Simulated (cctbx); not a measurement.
## Ce2CdTe4: as given, inverted or twinned?

Space group I-42d (no. 122), a = 9.3290 Å, b = 9.3290 Å, c = 9.2780 Å, α = 90.00°, β = 90.00°, γ = 90.00°.

| atom | mult. | x | y | z | Ueq (Å²) |
| --- | --- | --- | --- | --- | --- |
| Ce1 | 8 | 0.1337 | 1/4 | 1/8 | 0.0094 |
| Te1 | 16 | 0.4313 | 0.3190 | 0.3016 | 0.0112 |
| Cd1 | 4 | 0 | 0 | 1/2 | 0.0129 |

The model is made up (kin elements in a known structure type, no relaxation), so it says nothing on whether the phase exists.

Data sets are simulated with cctbx and refined with Bijvoet mates kept apart; Flack x is then fitted as the share of an inverted twin with the atoms fixed, Hooft y from the Bijvoet differences. The group is acentric but holds improper operations, so there is an absolute structure (orientation) and no hand.

Untwinned crystal. What Flack and Hooft values should come out?

| λ (Å) | extinction (unmodelled) | d min (Å) | top counts | error (%) | model | R1 | Flack x | s.u. | Hooft y | s.u. | pairs |
| --- | --- | --- | --- | --- | --- | --- | --- | --- | --- | --- | --- |
| 0.71073 | 0.1 | 0.77 | 5000 | 3 | as given | 0.0108 | 0.01 | 0.03 | -0.020 | 0.032 | 192 |
| 1.54184 | 0 | 0.83 | 20000 | 2 | as given | 0.0056 | 0.008 | 0.005 | 0.007 | 0.005 | 152 |

With Mo Kα, x is within 3 s.u. of 0, so the absolute structure is right. With Cu Kα, x is within 3 s.u. of 0, so the absolute structure is right.

A further crystal gives:

| λ (Å) | extinction (unmodelled) | d min (Å) | top counts | error (%) | model | R1 | Flack x | s.u. | Hooft y | s.u. | pairs |
| --- | --- | --- | --- | --- | --- | --- | --- | --- | --- | --- | --- |
| 0.71073 | 0.3 | 0.75 | 70000 | 2 | as given | 0.0092 | 0.130 | 0.017 | 0.154 | 0.011 | 212 |

**Question.** What is it?

It was simulated as an inversion twin with a fraction 0.15 of the inverted domain. Flack x is over 3 s.u. from both 0 and 1 and reads that fraction.
